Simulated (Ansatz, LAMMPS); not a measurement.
# Aqueous K+ and SO4 2-, 1.6 mol of salt per kg of water, from a frame at 300 K (224 atoms): geometry optimisation

Wanted: the relaxed structure of aqueous K+ and SO4 2-, 1.6 mol of salt per kg of water, from a frame at 300 K (224 atoms) and its electronic structure.

Calculated with Ansatz 0.2.0; Kohn-Sham DFT, PBE+D4, PAW (set soft_2), plane waves.

This is a report of a sequence of runs, with most program output left out.

## 1. The starting structure

The cell holds 224 atoms: 78 O, 2 S, 140 H and 4 K. Cell: a = 13.038 Å, b = 13.038 Å, c = 13.038 Å, α = 90.0°, β = 90.0°, γ = 90.0°. 70 H2O, 4 K+, 2 SO4 2- placed at random, at 1.21 g/cm³; overlaps pushed apart, then 10 ps at 420 K with Joung-Cheatham ions (J. Phys. Chem. B 112, 9020 (2008)); MMFF94 bonds, angles, torsions, charges and radii (Halgren, J. Comput. Chem. 17, 490 (1996)) in harmonic and 12-6 forms; SPC/E water (Berendsen, Grigera and Straatsma, J. Phys. Chem. 91, 6269 (1987)). Snapshot after 20 ps at 300 K and fixed volume.

Limits known from the start: The network of contacts between molecules at the start is that of the classical potential that made the cell. The concentration wasn't checked against solubility and may exceed it. The density was typed from a rule of thumb and may lie off the real one at this temperature. Sampling is at Γ alone, for a cell whose shortest periodic width is 13 Å.

## 2. The classical run that made the cell

A classical potential makes the cell, at a small fraction of what the same run would cost in DFT.

This step: classical MD, Joung-Cheatham ions (J. Phys. Chem. B 112, 9020 (2008)); MMFF94 bonds, angles, torsions, charges and radii (Halgren, J. Comput. Chem. 17, 490 (1996)) in harmonic and 12-6 forms; SPC/E water (Berendsen, Grigera and Straatsma, J. Phys. Chem. 91, 6269 (1987)) (LAMMPS 22 Jul 2025 - Update 4).

Contents of in.lmp:

```
# aqueous K+ and SO4 2-, 1.6 mol of salt per kg of water
units real
atom_style full
boundary p p p
bond_style harmonic
angle_style harmonic
dihedral_style opls
improper_style harmonic
special_bonds lj 0 0 0.5 coul 0 0 0.75
read_data data.lmp
neigh_modify delay 0 every 1 check yes one 4000
comm_modify cutoff 12.0
timestep 0.5
thermo_style custom step time temp pe press density
thermo_modify norm yes
# push overlapping molecules apart
pair_style soft 2.6
pair_coeff * * 0.0
variable a equal ramp(1,60)
fix ad all adapt 1 pair soft a * * v_a
velocity all create 420 121095 mom yes dist gaussian
fix lim all nve/limit 0.03
fix lan all langevin 420 420 50 121096 zero yes
thermo 1000
run 3000 post no
unfix ad
pair_style lj/cut/coul/long 9.0
pair_modify mix arithmetic tail yes
pair_coeff 1 1 0.0763 3.0960   # O
pair_coeff 2 2 0.2681 3.4180   # S
pair_coeff 3 3 0.1553 3.1660   # O
pair_coeff 4 4 0.0000 1.0000   # H
pair_coeff 5 5 0.4297 2.8384   # K
kspace_style pppm 1.0e-4
# [... 18 lines left out ...]
compute msd all msd com yes
thermo 5000
fix md all nvt temp 300 300 100
run 20000 post no
print "== T300: mean square displacement over the hold $(c_msd[4]:%.2f) A^2"
unfix md
uncompute msd
write_dump all custom T300.dump id type xs ys zs modify sort id
```

Run with:

```console
> lmp -in in.lmp -log none -nocite
```

It took 20 s on 1 thread of AMD EPYC 9R45, shared host; peak memory 0.12 GiB.

The input also reads data.lmp (atoms, bonds and types; not printed here).

## 3. Single point at the start

A single point comes first, to see the forces before anything moves.

Contents of input.yaml:

```yaml
crystal:
  lattice:
    - [13.03775, 0.0, 0.0]
    - [0.0, 13.03775, 0.0]
    - [0.0, 0.0, 13.03775]
  atoms:
    - { symbol: O, position: [0.02882, 0.22183, 0.32354] }
    - { symbol: S, position: [0.92965, 0.22264, 0.27556] }
    - { symbol: O, position: [0.8497, 0.25205, 0.34698] }
    - { symbol: O, position: [0.91219, 0.12707, 0.2233] }
    - { symbol: O, position: [0.93029, 0.30061, 0.19584] }
    - { symbol: O, position: [0.73003, 0.77269, 0.44772] }
    - { symbol: S, position: [0.64696, 0.78859, 0.52003] }
    - { symbol: O, position: [0.65894, 0.71449, 0.59834] }
    - { symbol: O, position: [0.54964, 0.77142, 0.47172] }
    - { symbol: O, position: [0.66365, 0.88914, 0.55786] }
    - { symbol: O, position: [0.03319, 0.0311, 0.10847] }
    - { symbol: H, position: [0.02633, 0.04763, 0.03389] }
    - { symbol: H, position: [0.9908, 0.0801, 0.14952] }
    - { symbol: O, position: [0.67973, 0.74159, 0.8042] }
    - { symbol: H, position: [0.62153, 0.7035, 0.83654] }
    - { symbol: H, position: [0.66961, 0.744, 0.7282] }
    - { symbol: O, position: [0.83123, 0.47256, 0.26257] }
    - { symbol: H, position: [0.85183, 0.39876, 0.26612] }
    - { symbol: H, position: [0.75809, 0.47977, 0.28449] }
    - { symbol: O, position: [0.15043, 0.22878, 0.96666] }
    - { symbol: H, position: [0.13034, 0.30222, 0.97592] }
    - { symbol: H, position: [0.10174, 0.18388, 0.00533] }
    - { symbol: O, position: [0.93886, 0.78124, 0.84244] }
    - { symbol: H, position: [0.88063, 0.81028, 0.88304] }
    - { symbol: H, position: [0.91177, 0.74903, 0.77833] }
    - { symbol: O, position: [0.34036, 0.32944, 0.49426] }
    - { symbol: H, position: [0.31852, 0.30089, 0.42651] }
    - { symbol: H, position: [0.30728, 0.39779, 0.50506] }
    - { symbol: O, position: [0.88816, 0.95399, 0.3012] }
    - { symbol: H, position: [0.90413, 0.90775, 0.24213] }
    - { symbol: H, position: [0.9035, 0.02657, 0.28172] }
    - { symbol: O, position: [0.25143, 0.28423, 0.70316] }
    [... 186 atom lines left out ...]
    - { symbol: H, position: [0.45651, 0.35865, 0.32909] }
    - { symbol: H, position: [0.42225, 0.24955, 0.27798] }
    - { symbol: K, position: [0.91472, 0.83715, 0.46305] }
    - { symbol: K, position: [0.65793, 0.25552, 0.37902] }
    - { symbol: K, position: [0.77905, 0.13777, 0.07612] }
    - { symbol: K, position: [0.89134, 0.11398, 0.60693] }
kpoints:
  mp_grid: { grid: [1, 1, 1] }
hamiltonian:
  xc: pbe
  dispersion: d4
scf:
  occupations: { method: fixed }
output:
  forces: true
  stress: true
  populations: intrinsic
  dos:
    method: { smearing: { sigma: 0.15 } }
    de: 0.1
    projected: { site_lists: { H: [H], K: [K], O: [O], S: [S] } }
  eigenvalues: true
```

Run with:

```console
> ansatz run input.yaml --threads 4 --pin off --max-ram 8192MiB --backend cpu --events-out ev --progress --plain --runs-dir out
```

Wall time 18 s (4 threads of AMD EPYC 9R45, shared host); peak memory 3.4 GiB.

The program notes that the dispersion model switches parameters near this geometry.

Read from the output:

| Property | Result |
| --- | --- |
| free energy | -54477.0437 eV |
| free energy per atom | -243.2011 eV/atom |
| SCF cycles | 9 |
| pressure | -0.3662 GPa |
| r.m.s. force component | 0.6453 eV/Å |
| longest force | 5.004 eV/Å |
| Fermi energy | -0.6663 eV |
| gap (highest filled to lowest empty level) | 3.362 eV |

The r.m.s. force component of 0.65 eV/Å and the pressure of -0.37 GPa set the starting point.

Neighbours are counted within 1.21 Å (H-O), 3.48 Å (O-K), 1.88 Å (O-S).

Length of the force by element and coordination:

```
element  coordination  atoms  mean length of the force (eV/Å)  spread  least   most
      H           all    140                            0.930   0.307  0.133   1.54
      K           all      4                            0.704   0.115  0.518  0.827
      K             7      3                            0.765  0.0475  0.712  0.827
      K             8      1                            0.518       0  0.518  0.518
      O           all     78                            0.963   0.850  0.213   5.00
      O             1      4                             3.91   0.717   3.01   5.00
      O             2     54                            0.824   0.541  0.213   2.59
      O             3     16                            0.761   0.299  0.255   1.24
      O             4      3                            0.676   0.251  0.354  0.966
      O             5      1                            0.751       0  0.751  0.751
      S           all      2                             2.71  0.0684   2.64   2.78
```

## 4. Relaxation

The atoms are relaxed in the fixed cell, aiming at the force tolerance of the input.

input.yaml, the sections that differ from step 3:

```yaml
output:
  forces: true
relax:
  f_tol: 0.05
  max_steps: 200
# crystal, kpoints, hamiltonian, scf: as in step 3
```

The job ended after 8.5 min (4 threads; peak memory 3.1 GiB; 32 min of CPU time).

Notices of the run: relaxed geometry near dispersion switch.

The steps of the relaxation (22 of 58):

```
step  energy less that of the first step (eV)  largest force component (eV/Å)
   1                                   0.0000                          4.5766
   4                                 -10.5090                          1.2577
   6                                 -11.5973                          1.6545
   9                                 -12.1837                          2.5614
  12                                 -12.8339                          1.2644
  15                                 -13.1314                          0.4238
  17                                 -13.2785                          0.3270
  20                                 -13.4803                          0.5300
  23                                 -13.6027                          0.6025
  25                                 -13.6921                          0.1818
  28                                 -13.8168                          0.7609
  31                                 -13.9473                          0.7839
  34                                 -14.1766                          0.3121
  36                                 -14.2209                          0.1034
  39                                 -14.2570                          0.2130
  42                                 -14.3080                          0.1402
  44                                 -14.3252                          0.0843
  47                                 -14.3344                          0.1281
  50                                 -14.3489                          0.4108
  53                                 -14.4418                          0.5394
  55                                 -14.4902                          0.1275
  58                                 -14.5062                          0.0337
```

Relaxation step 20 was tried and not accepted.

The atoms that moved most (Å):

```
atom      dx      dy      dz  length
 H96  -2.106  -0.800   0.388   2.286
O206  -2.141   0.074   0.087   2.144
 H48   1.422  -1.175   0.285   1.867
 H52   0.817  -0.054   1.633   1.827
 H24   0.572  -1.624  -0.218   1.735
H208  -1.673  -0.168   0.171   1.690
 H12   0.470  -1.507  -0.600   1.689
 H13   0.303  -0.704  -1.356   1.558
```

The relaxation changed the energy by -64.8 meV/atom, and atoms moved by 0.79 Å r.m.s., 2.3 Å at most.

## 5. Structure statistics after relaxation

Bonds before and after, by the cutoffs listed below:

```
pair  bonds before  bonds after  mean before (Å)  mean after (Å)  spread before (Å)  spread after (Å)
 H-O           140          140            1.000           0.993              0.000             0.009
 O-K            26           23            2.804           2.793              0.189             0.097
 O-S             8            8            1.437           1.499              0.014             0.012
```

Density 1.21 g/cm³, 9.894 Å³ an atom.

Pair distribution functions g(r), in bins of 0.2 Å:

```
r (Å)  total   H-H   H-O   H-K   H-S   O-O   O-K
 0.90   4.07  0.00  9.35  0.00  0.00  0.00  0.00
 1.10   1.00  0.00  2.31  0.00  0.00  0.00  0.00
 1.30   0.00  0.00  0.00  0.00  0.00  0.00  0.00
 1.50   0.86  1.86  0.03  0.00  0.00  0.00  0.00
 1.70   1.35  0.65  2.53  0.00  0.00  0.00  0.00
 1.90   0.44  0.05  0.97  0.00  0.00  0.00  0.00
 2.10   0.53  1.30  0.06  0.00  0.00  0.00  0.00
 2.30   0.91  2.32  0.00  0.00  0.00  0.00  0.00
 2.50   0.40  0.79  0.04  0.00  0.00  0.62  0.00
 2.70   0.88  0.60  0.09  0.41  1.29  4.33  4.96
 2.90   0.87  0.62  0.93  1.10  4.58  0.92  3.08
 3.10   1.16  0.75  1.77  1.65  1.00  0.36  0.31
 3.30   1.21  0.79  1.82  2.17  0.00  0.50  0.26
 3.50   1.11  1.07  1.17  1.81  0.25  1.03  0.47
 3.70   1.13  1.28  1.10  0.92  0.46  0.78  0.42
 3.90   1.05  1.18  0.95  0.62  1.25  0.96  1.29
 4.10   0.99  1.01  0.92  0.66  1.30  1.15  1.02
 4.30   1.08  1.18  0.97  0.67  1.52  1.16  1.07
 4.50   0.99  1.03  0.87  0.77  1.10  1.32  0.97
 4.70   0.96  0.99  0.84  0.85  0.99  1.27  1.27
 4.90   0.97  0.91  0.99  0.79  1.04  1.10  1.28
 5.10   1.01  0.92  1.14  1.52  1.10  0.76  0.88
 5.30   0.94  0.88  1.04  0.50  0.67  0.82  1.41
 5.50   1.02  1.02  1.08  1.35  1.55  0.72  1.02
 5.70   1.03  1.06  1.04  1.21  0.58  0.96  0.96
 5.90   0.95  0.98  0.92  0.99  1.09  0.90  0.73
 6.10   0.98  1.05  0.92  0.76  0.92  1.03  1.13
 6.30   0.99  1.06  0.93  0.72  1.03  1.05  0.99
```

Bonds by pair of elements; cutoffs follow the first minimum of g(r), held within bounds set by covalent radii, and pairs that aren't listed don't count as bonded:

```
pair A-B  cutoff (Å)  bonds  mean length (Å)  spread (Å)  shortest (Å)  B about A  A about B
     H-O        1.21    140            0.993       0.009         0.971          1       1.79
     O-K        3.18     23             2.79       0.097          2.65      0.295       5.75
     O-S        1.93      8             1.50       0.012          1.48      0.103          4
```

How many atoms have how many bonded neighbours:

```
element  mean    1   2   3  4  5  6
      H     1  140   0   0  0  0  0
      K  5.75    0   0   0  0  1  3
      O  2.19    5  55  16  2  0  0
      S     4    0   0   0  2  0  0
```

Bond angles, per cent of each kind in bins of 5°:

```
angle (°)  H-O-H  O-K-O  H-O-K  O-S-O
    55–60    0.0    3.6    0.0    0.0
    60–65    0.0    0.0    0.0    0.0
    65–70    0.0    3.6    0.0    0.0
    70–75    0.0    3.6    5.0    0.0
    75–80    0.0   16.4    0.0    0.0
    80–85    0.0    9.1    2.5    0.0
    85–90    0.0    5.5    2.5    0.0
    90–95    0.0    3.6    5.0    0.0
   95–100    0.0    5.5   17.5    0.0
  100–105   38.6    7.3    7.5    0.0
  105–110   57.1    3.6    7.5   66.7
  110–115    4.3    5.5   12.5   33.3
  115–120    0.0    3.6    7.5    0.0
  120–125    0.0    3.6    7.5    0.0
  125–130    0.0    7.3    7.5    0.0
  130–135    0.0    3.6    5.0    0.0
  135–140    0.0    1.8    2.5    0.0
  140–145    0.0    3.6    5.0    0.0
  145–150    0.0    0.0    0.0    0.0
  150–155    0.0    1.8    0.0    0.0
  155–160    0.0    1.8    5.0    0.0
  160–165    0.0    1.8    0.0    0.0
  165–170    0.0    0.0    0.0    0.0
  170–175    0.0    3.6    0.0    0.0
```

Bond angles (no mean is given where the spread exceeds 20°):

```
angle  count  mean (°)  spread (°)
H-O-H     70       106         2.1
O-K-O     55         -           -
H-O-K     40       112        19.9
O-S-O     12       110           1
K-O-S      3       125         7.1
```

Hydrogen bonds between water molecules (O–O under 3.5 Å, H–O···O angle under 30°):

```
hydrogen bonds to other water  molecules
                            0          0
                            1          2
                            2          7
                            3         25
                            4         31
                            5          5
```

First shells of the ions:

```
ion  count                 shell  mean number
  K      4  water O within 3.6 A         5.75
```

Bond length by coordination (bonds to H left out):

```
element  coordination  atoms  mean bond length (Å)
      K             5      1                  2.80
      K             6      3                  2.79
      O             1      5                  1.51
      O             2      3                  2.16
      O             3     16                  2.80
      O             4      2                  2.74
```

Counting bonds as in the table, all H atoms have 1, 75 % of K atoms have 6, 71 % of O atoms have 2 and all S atoms have 4 bonded neighbours. The H-O-H angle averages 106° with a spread of 2°. The 70 water molecules hold 3.43 hydrogen bonds each to other water on average, with a mean O–O distance of 2.74 Å. Ion shells in this frame: K 5.8 (water O within 3.6 Å).

(Continued in part 2 of 2.)

[Logs are printed without paths, hosts, clocks, repeated set-up lines and the standing remarks that a program may print on its own settings, such as how far it seeks lower states.]

[Hosts, paths, dates, database ids (printed as entryN), source tags and the programs' standing remarks are cut or masked in the printed files.]

[The MMFF94 radii named for the starting cell were scaled by 0.96; in molecules described by MMFF94, hydrogen bound to N, O or S took a small fixed 12-6 site in their place.]
